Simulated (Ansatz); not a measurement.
# Au on Al(110), quarter in the top layer, both faces: core shifts and d bands, part 2 of 3

How do strain and neighbours shift the levels in Au on Al(110), quarter in the top layer, both faces? Spin–orbit coupling is left out of the bands throughout.

Ansatz 0.2.0; DFT, PBEsol, plane-wave PAW, default files, scalar-relativistic.

So far, work function, upper face (eV): step 2 (the clean face) 3.93; step 3 (relaxing the atoms) 4.06.

## 4. Layer-resolved bands, DOS and potential

The main run: bands along the zone's path, each state's share in the top and middle regions, the DOS and the planar potential. The cell holds 4 small cells, so the bands are unfolded.

input.yaml

```yaml
crystal:
  lattice:
    - [8.08, 0.0, 0.0]
    - [0.0, 5.713422792, 0.0]
    - [0.0, 0.0, 21.14177849]
  atoms:
    - { symbol: Au, position: [-0.0004267481, 0.0010854858, 0.6541003606] }
    - { symbol: Al, position: [0.4998054947, -0.0001380696, 0.662863869] }
    - { symbol: Al, position: [-0.0001209955, 0.5004431747, 0.665110858] }
    - { symbol: Al, position: [0.4993478732, 0.5002834123, 0.6637558142] }
    - { symbol: Al, position: [0.2477138692, 0.2528146821, 0.6055035068] }
    - { symbol: Al, position: [0.75191373, 0.2532251538, 0.6056748019] }
    - { symbol: Al, position: [0.2472719873, 0.7475698838, 0.6053231493] }
    - { symbol: Al, position: [0.7523444671, 0.7476949442, 0.6054022222] }
    - { symbol: Al, position: [0.0, 0.0, 0.533780405] }
    - { symbol: Al, position: [0.5, 0.0, 0.533780405] }
    - { symbol: Al, position: [0.0, 0.5, 0.533780405] }
    - { symbol: Al, position: [0.5, 0.5, 0.533780405] }
    - { symbol: Al, position: [0.25, 0.25, 0.466219595] }
    - { symbol: Al, position: [0.75, 0.25, 0.466219595] }
    - { symbol: Al, position: [0.25, 0.75, 0.466219595] }
    - { symbol: Al, position: [0.75, 0.75, 0.466219595] }
    - { symbol: Al, position: [0.0022861308, -0.0028146821, 0.3944964932] }
    - { symbol: Al, position: [0.49808627, -0.0032251538, 0.3943251981] }
    - { symbol: Al, position: [0.0027280127, 0.5024301162, 0.3946768507] }
    - { symbol: Al, position: [0.4976555329, 0.5023050558, 0.3945977778] }
    - { symbol: Au, position: [0.2504267481, 0.2489145142, 0.3458996394] }
    - { symbol: Al, position: [0.7501945053, 0.2501380696, 0.337136131] }
    - { symbol: Al, position: [0.2501209955, 0.7495568253, 0.334889142] }
    - { symbol: Al, position: [0.7506521268, 0.7497165877, 0.3362441858] }
kpoints:
  mp_grid: { grid: [6, 8, 1] }
scf:
  occupations: { method: fermi_dirac, width: 0.05 }
  n_extra_bands: 25
hamiltonian:
  xc: pbesol
  pseudopotentials: { kind: paw }
output:
  forces: true
  write_potential: true
  volumetric_format: []
  efg: { contact_densities: true }
  dos:
    projected:
      site_lists:
        layer_1: [3, 2, 1, 0]
        layer_2: [7, 6, 5, 4]
        layer_3: [8, 9, 10, 11]
        middle: [12, 13, 14, 15]
        other_layers: [16, 17, 18, 19, 20, 21, 22, 23]
    de: 0.05
    e_range: [-30, 12]
    method: { smearing: { sigma: 0.15, scheme: gaussian } }
  eigenstates:
    kpoints:
      - [0.0, 0.0, 0.0]
      - [-0.125, 0.0, 0.0]
      - [-0.25, 0.0, 0.0]
      - [-0.375, 0.0, 0.0]
      - [0.5, 0.0, 0.0]
      - [0.375, 0.0, 0.0]
      # [... 9 more points ...]
      - [0.0, -0.2, 0.0]
      - [0.0, -0.1, 0.0]
    e_range: [-8.0, 4.0]
    unfold:
      supercell_matrix: [[2, 0, 0], [0, 2, 0], [0, 0, 1]]
      layers:
        axis: 3
        edges: [0.146789, 0.430447, 0.430547, 0.56949, 0.56959, 0.854308]
```

The run is started by

```sh
ansatz run input.yaml --threads 4 --pin off --max-ram 12288MiB --backend cpu --events-out ev --progress --plain --runs-dir out
```

The job ended after 75 s (4 threads of Arm Neoverse V2, shared host; peak memory 3.1 GiB).

This step gave:

| Property | Result |
| --- | --- |
| free energy | -37549.3513 eV |
| energy at zero smearing | -37549.3015 eV |
| smearing term TS | 0.09958 eV |
| Fermi energy | 1.319 eV |
| share of occupied states in no projected shell | 0.0143 of the occupied states in the window |
| DOS at the Fermi level | 11.76 states/eV/cell |
| work function, upper face | 4.080 eV |
| work function, lower face | 4.080 eV |

A(k,E), total over k along the path and E. Zero: Fermi level.

Ten even steps from '0' (0.07 eV⁻¹) to '9' (5.27 eV⁻¹), each cell a mean:
```
3101531322444112529115232011212213223
2222222344431116354612312213350342222
0110013111032254154443322322053120000
0000023000013421726241231281313510000
0001131100025434130511024314214410000
0121324344553343320035245103241333100
4201211433223444322244611434425012444
1222000310124223104446321120241000011
0000002033442431220001141021354100000
0011120122212420010000415545122310000
0111231322333122210000175414510242110
3100213233310002121012434253600003433
2212001311000023204444113555140000022
0132122100000111011111123645014100000
0121322101111100241111332352401410110
1222232221221001322223333323241144211
3322222222223333233333334333335443443
5322233333222323344433344444433333345
2323432112211032244445653223642012322
0132200000000300024443210000153410000
0224200000012000211100000000015154100
5120022222210002010000000000000511555
```
Columns: k along the path (Å⁻¹) from 0 to 3.75 (not evenly spaced); rows upwards: E (eV) from -7.7 to 3.49.

A(k,E), top over k along the path and E. Zero: Fermi level.

Ten even steps from '0' (0.03 eV⁻¹) to '9' (1.52 eV⁻¹), each cell a mean:
```
4202641433555212639126342012213224334
3333333455541117455823523314561432333
0110003222132365164564433423175120000
0000023000115631725251341391414510000
0011131200137544230422025415315420000
0222333355763444330137366104352454210
5211312455322455322244822545534013555
2332000310114333105555421130351000012
0000002033342331230001151121444100000
0012121133223430010000316656112310000
1222342423333123210101166515410252111
4210315333310003221112543363710014544
3312012221000022305554113573150000123
1133242111000210022221125646015100011
1122422111222200251112442242501511111
1223333222332012423334433333352155321
5433333333345665334443345444457665555
6543345554444545566654456666645554556
3445643323331133456667775445873123443
1143211100001310134444211000155710011
0324210000013000311100000000015276100
7120023223310003010000000000000412777
```
Columns: k along the path (Å⁻¹) from 0 to 3.75 (not evenly spaced); rows upwards: E (eV) from -7.7 to 3.49.

A(k,E), middle over k along the path and E. Zero: Fermi level.

Ten even steps from '0' (0.01 eV⁻¹) to '9' (2.28 eV⁻¹), each cell a mean:
```
1000410211422111329113111001101112111
1111111222210104162311201101130151111
0000011111031232143221111211021120000
0000031000011210617221220151201400000
0000021100023224140611013203202400000
0010214133332132210043233002121221000
2100101322113422311153411222216001222
1111000400024214102337110010131000001
0000001044431430110001220010263000000
0000010011102410000000613433131200000
0100110111243030100000084203700121000
2000101133210011110001335232500002222
1101000300000013103332104436130000011
0011012000000101001100001552003000000
0010112000011000220000112472200300000
0101121000000000210111112223120022000
1101110000000001121111222111112111211
2100010000000001011111221111100111122
0111100000000010012222321001310000110
0012100000000200004443100000151100000
0113100000012000111000000000015021000
2020012112210000020000000000001610122
```
Columns: k along the path (Å⁻¹) from 0 to 3.75 (not evenly spaced); rows upwards: E (eV) from -7.7 to 3.49.

Peaks of A(k,E) at the labelled points: for each region the eleven nearest the zero at most, each over 6 % of that point's highest, less those above the energy where the solved bands run out; weight and spread sum the levels within three half widths or 0.3 eV, so near peaks share levels. Peaks of the spectral function, the first 40 of 132 rows:

```tsv
point	weight on	E (eV)	A (1/eV)	weight near the peak	rms spread of levels (eV)
X	total	-3.58	1.037	0.424	0.105
X	total	-2.68	2.905	1.332	0.092
X	total	-2.54	2.714	1.656	0.159
X	total	-2.28	1.711	1.221	0.204
X	total	-2	1.122	0.626	0.131
X	total	-0.02	3.388	1.689	0.13
X	total	0.16	2.782	1.83	0.155
X	total	0.4	1.36	0.887	0.122
X	total	1.92	0.424	0.112	0.033
X	total	2.6	1.588	0.508	0.049
X	total	3.12	2.756	1.364	0.12
X	top	-3.58	0.416	0.182	0.108
X	top	-2.68	1.053	0.484	0.095
X	top	-2.54	0.975	0.606	0.162
X	top	-2.28	0.654	0.449	0.2
X	top	-2	0.406	0.235	0.129
X	top	-0.02	1.288	0.647	0.129
X	top	0.16	1.083	0.702	0.154
X	top	0.4	0.527	0.347	0.125
X	top	1.92	0.184	0.049	0.032
X	top	2.6	0.632	0.201	0.049
X	top	3.12	1.093	0.541	0.119
X	middle	-4.34	0.222	0.08	0.106
X	middle	-3.58	0.204	0.06	0.044
X	middle	-2.66	0.8	0.363	0.082
X	middle	-2.54	0.763	0.443	0.151
X	middle	-2.28	0.401	0.322	0.214
X	middle	-2	0.31	0.156	0.135
X	middle	-0.02	0.81	0.393	0.133
X	middle	0.18	0.615	0.424	0.158
X	middle	0.4	0.304	0.192	0.111
X	middle	2.6	0.32	0.104	0.051
X	middle	3.12	0.556	0.276	0.121
Γ	total	-3.06	0.602	0.239	0.141
Γ	total	-2.7	1.586	0.505	0.064
Γ	total	-2.24	3.264	1.631	0.142
Γ	total	-2	2.478	1.447	0.118
Γ	total	-1.34	1.957	0.499	0.038
Γ	total	-0.96	3.95	1.35	0.047
Γ	total	0.08	1.528	0.461	0.072
```

The DOS has structure finer than the step of the table below, so its rows give means over 0.5 eV, whole bins alone (the curve runs from -12.6 to 3.27 eV). Peaks (eV: height): total -5.72: 19.3, -2.12: 11.8, 0.78: 13.9, 3.08: 16.8; Al 3p -2.12: 8.28, 0.78: 9.11, 3.08: 10.5; Al 3s -0.03: 3.80, 1.48: 3.37, 2.27: 2.95, 3.08: 3.23; Au 5d -5.62: 12.2; Au 6s -0.23: 0.289, 0.78: 0.411, 1.98: 0.372, 2.38: 0.335.

* holds the states left over by the projection beside any projected weight of its own. The DOS by E, zero at the Fermi level; means over each step; values in states/eV/cell:

```tsv
E (eV)	total	Al 3p	Al 3s	Au 5d	Au 6s	Au 6p*
-11.5	0	0	0	0	0	0
-11.0	0.250	0.0466	0.190	7.1e-5	0.0132	4.7e-4
-10.5	1.81	0.561	1.16	0.00191	0.0804	0.00393
-10.0	2.07	0.962	1.03	0.00672	0.0705	0.00579
-9.5	3.62	1.82	1.60	0.0183	0.167	0.0138
-9.0	4.09	2.26	1.62	0.0392	0.150	0.0185
-8.5	4.15	2.43	1.50	0.0716	0.129	0.0218
-8.0	4.18	2.49	1.42	0.131	0.112	0.0253
-7.5	6.16	3.46	2.09	0.415	0.159	0.0381
-7.0	6.87	3.72	2.17	0.745	0.184	0.0468
-6.5	7.63	3.69	2.11	1.58	0.194	0.0589
-6.0	13.2	4.10	2.57	6.31	0.157	0.0895
-5.5	17.7	4.11	1.92	11.4	0.142	0.0968
-5.0	14.5	3.96	1.73	8.55	0.161	0.0885
-4.5	9.83	4.18	2.10	3.29	0.174	0.0904
-4.0	9.48	5.00	2.33	1.83	0.205	0.108
-3.5	8.47	4.78	2.28	1.10	0.196	0.120
-3.0	9.49	5.86	2.43	0.834	0.203	0.159
-2.5	8.72	5.85	2.03	0.499	0.176	0.166
-2.0	11.2	7.78	2.47	0.454	0.241	0.242
-1.5	9.47	6.55	2.15	0.353	0.183	0.244
-1.0	9.75	6.47	2.36	0.325	0.239	0.355
-0.5	7.67	4.96	1.97	0.221	0.170	0.350
0.0	11.0	6.56	3.40	0.222	0.239	0.604
0.5	12.7	8.25	3.25	0.193	0.267	0.723
1.0	12.2	7.87	2.92	0.160	0.340	0.871
1.5	11.1	6.72	2.89	0.141	0.273	1.05
2.0	10.6	6.53	2.53	0.120	0.326	1.13
2.5	11.8	7.28	2.61	0.0996	0.274	1.55
3.0	15.3	9.58	3.02	0.117	0.233	2.37
```

Sums over each group's atoms; a table of it gives point samples, which can step over narrow peaks. The DOS of the group by E, zero at the Fermi level; 7 of 14 lines; values in states/eV:

```tsv
E (eV)	other layers: Al 3p	layer 1: Au 5d	other layers: Au 5d	layer 2: Al 3p	layer 3: Al 3p	middle: Al 3p	other layers: Al 3s
-11.5	0	0	0	0	0	0	0
-11.0	0.00562	7.8e-6	7.8e-6	0.00281	0.00116	0.00116	0.0159
-10.5	0.185	9.2e-4	9.2e-4	0.112	0.104	0.104	0.298
-10.0	0.249	0.00309	0.00309	0.168	0.202	0.202	0.229
-9.5	0.420	0.00925	0.00925	0.269	0.536	0.536	0.570
-9.0	0.598	0.0199	0.0199	0.397	0.592	0.592	0.570
-8.5	0.702	0.0364	0.0364	0.490	0.560	0.560	0.521
-8.0	0.762	0.0626	0.0626	0.545	0.527	0.527	0.483
-7.5	1.05	0.217	0.217	0.789	0.782	0.782	0.776
-7.0	1.14	0.372	0.372	0.862	0.773	0.773	0.789
-6.5	1.16	0.761	0.761	0.870	0.677	0.677	0.706
-6.0	1.26	2.90	2.90	0.862	0.760	0.760	0.893
-5.5	1.27	5.73	5.73	0.952	0.728	0.728	0.563
-5.0	1.14	4.32	4.32	0.745	0.717	0.717	0.539
-4.5	1.26	1.58	1.58	0.774	0.829	0.829	0.665
-4.0	1.61	0.901	0.901	1.03	0.984	0.984	0.831
-3.5	1.56	0.529	0.529	0.937	0.768	0.768	0.713
-3.0	1.95	0.419	0.419	1.19	0.987	0.987	0.764
-2.5	1.90	0.240	0.240	1.09	0.926	0.926	0.633
-2.0	2.59	0.231	0.231	1.23	1.46	1.46	0.874
-1.5	2.16	0.175	0.175	0.958	1.09	1.09	0.787
-1.0	2.14	0.164	0.164	1.01	1.15	1.15	0.821
-0.5	1.51	0.107	0.107	0.793	0.816	0.816	0.512
0.0	2.29	0.115	0.115	1.12	1.06	1.06	1.08
0.5	3.14	0.0962	0.0962	1.24	1.10	1.10	1.07
1.0	2.73	0.0776	0.0776	1.16	1.15	1.15	0.912
1.5	2.41	0.0743	0.0743	1.12	1.04	1.04	0.904
2.0	2.32	0.0609	0.0609	1.22	0.989	0.989	0.747
2.5	2.51	0.0482	0.0482	1.10	1.13	1.13	0.764
3.0	3.48	0.0596	0.0596	1.45	1.63	1.63	0.914
```

This run's widths, added to any smearing of the DOS itself: Gaussian 0.2 eV, Lorentzian 0.2 eV plus 0.08 an eV of depth. The intensity by binding energy, zero at the Fermi level; values in % of the maximum within 13 eV:

```tsv
binding energy (eV)	21.2 eV	40.8 eV	100 eV	1486.7 eV	5414.7 eV
-1.0	0.826	0.802	1.38	0.925	0.873
-0.5	1.18	1.13	2.32	1.39	1.29
0.0	4.17	3.77	12.5	5.81	5.04
0.5	6.10	5.60	17.0	7.95	6.95
1.0	7.91	7.37	21.4	10.0	8.82
1.5	8.73	8.28	22.6	10.7	9.42
2.0	10.4	9.92	25.1	12.5	11.1
2.5	11.8	11.3	24.0	13.7	12.5
3.0	15.8	15.4	27.3	17.9	16.7
3.5	21.0	20.6	30.8	22.9	21.9
4.0	31.0	30.7	39.5	32.7	31.9
4.5	50.2	49.9	55.6	51.3	50.8
5.0	85.2	85.2	86.7	85.5	85.4
5.5	99.0	99.0	99.2	99.1	99.0
6.0	67.5	67.4	70.8	68.5	68.1
6.5	32.6	32.3	38.6	34.1	33.5
7.0	17.8	17.5	24.7	19.6	18.8
7.5	10.9	10.6	17.6	12.6	11.9
8.0	6.81	6.53	12.7	8.32	7.67
8.5	4.72	4.44	10.2	6.18	5.59
9.0	3.52	3.25	8.53	4.97	4.43
9.5	2.67	2.43	6.93	4.02	3.55
10.0	2.00	1.81	5.17	3.10	2.73
10.5	1.51	1.36	3.75	2.36	2.10
11.0	1.09	1.01	2.37	1.59	1.44
11.5	-	0.779	1.52	1.07	0.991
12.0	-	0.634	1.10	0.809	0.759
12.5	-	0.533	0.865	0.653	0.617
```

Maxima picked by a test of local sharpness, so broad peaks and shoulders can be missing; peaks within 0.45 eV of a curve's cut are left out. Valence peaks, by row:

```tsv
photon energy (eV)	binding energy (eV)	height (% of the maximum within 13 eV)	main shell	its share (%)
21.2	5.4	100	Au 5d	98.16
40.8	5.4	100	Au 5d	98.56
100	5.4	100	Au 5d	88.9
100	2.05	25.2	Al 3p	50.55
100	0.2	18.12	Al 3p	53.07
1487	5.4	100	Au 5d	96.2
5415	5.4	100	Au 5d	97.18
```

From the Fermi level. Table of planar mean, electrostatic potential by z:

```tsv
z (Å)	planar mean, electrostatic potential (eV)
0	4.08
1	4.08
2	4.08
3	4.08
4	4.07
5	3.93
6	2.24
7	-5.16
8	-6.64
9	-4.56
10	-4.24
11	-4.47
12	-4.55
13	-5.69
14	-5.84
15	1.47
16	3.86
17	4.06
18	4.08
19	4.08
20	4.08
```

Shapes are the site's partial DOS without matrix elements, which overweights lines from ligand s bands. The intensity by emission energy less the core level's binding energy, zero at the Fermi level; read off at these points; values in % of the unpolarised maximum:

```tsv
emission energy less the core level's binding energy (eV)	Au L-beta5	Al K-beta	Al K-beta, E along x	Al K-beta, E along y	Al K-beta, E along z	Al L2,3
-12.50	15.6	2.45	2.53	2.60	2.22	2.49
-12.00	17.6	3.20	3.31	3.39	2.91	3.66
-11.50	20.1	4.50	4.64	4.74	4.12	6.26
-11.00	23.0	7.00	7.21	7.36	6.44	13.6
-10.50	26.6	11.4	11.9	12.1	10.1	25.6
-10.00	30.9	17.1	17.9	18.1	15.3	32.4
-9.50	36.1	23.8	24.4	24.7	22.1	40.6
-9.00	42.4	29.5	31.0	31.5	26.1	44.4
-8.50	49.9	34.1	37.0	37.4	27.8	45.1
-8.00	58.6	38.6	41.6	42.6	31.6	47.2
-7.50	68.2	44.9	46.8	48.0	39.9	57.0
-7.00	78.4	50.0	52.1	53.4	44.6	62.3
-6.50	87.9	53.2	55.8	58.9	45.0	64.5
-6.00	95.4	56.7	59.8	63.4	46.8	70.2
-5.50	99.5	58.9	60.8	64.8	51.0	61.0
-5.22	100.0	59.5	61.1	64.8	52.5	56.1
-5.00	99.4	60.1	61.4	65.7	53.3	57.0
-4.50	95.2	63.4	63.7	68.5	57.9	64.1
-4.00	88.1	69.6	69.1	73.2	66.5	70.2
-3.50	79.3	74.0	71.4	81.3	69.3	70.5
-3.00	70.1	82.1	82.8	85.1	78.2	73.4
-2.50	61.3	88.7	84.4	92.3	89.3	64.5
-2.12	55.1	98.5	88.9	97.8	109	74.6
-2.00	53.2	99.8	89.9	96.8	113	75.9
-1.92	52.0	99.8	90.0	95.2	114	75.7
-1.50	46.1	95.1	86.1	88.5	111	68.7
-1.00	39.8	89.5	86.0	87.4	94.5	74.6
-0.50	34.4	74.3	71.2	72.2	77.3	56.4
0.00	29.7	49.7	46.7	41.1	51.1	62.0
0.50	25.7	13.5	12.7	12.0	13.8	1.96
1.00	22.4	6.81	6.49	6.41	7.00	1.34
```

Window up to 3.3 eV. Shell moments, by row:

```tsv
element	shell	occupied states an atom	centre of occupied part (eV)	rms width of occupied part (eV)	centre up to the window's top (eV)	rms width up to the window's top (eV)
Al	3s	0.9757	-4.851	2.991	-2.813	3.94
Al	3p	2.01	-4.066	2.718	-1.929	3.588
Au	6s	0.9111	-4.754	3.001	-2.573	3.935
Au	6p*	0.6617	-2.586	2.301	1.006	2.43
Au	5d	9.582	-5.114	1.172	-4.953	1.548
```

(Continued in part 3 of 3.)

[Logs are printed without paths, hosts, clocks, repeated set-up lines and the standing remarks that a program may print on its own settings, such as how far it seeks lower states.]

[Hosts, paths, dates, database ids (printed as entryN), source tags and the programs' standing remarks are cut or masked in the printed files.]

[Maps of the electrostatic potential energy from Ansatz leave out the sawtooth potential of an applied field or a dipole correction, so their vacuum need not be flat; work functions include it.]
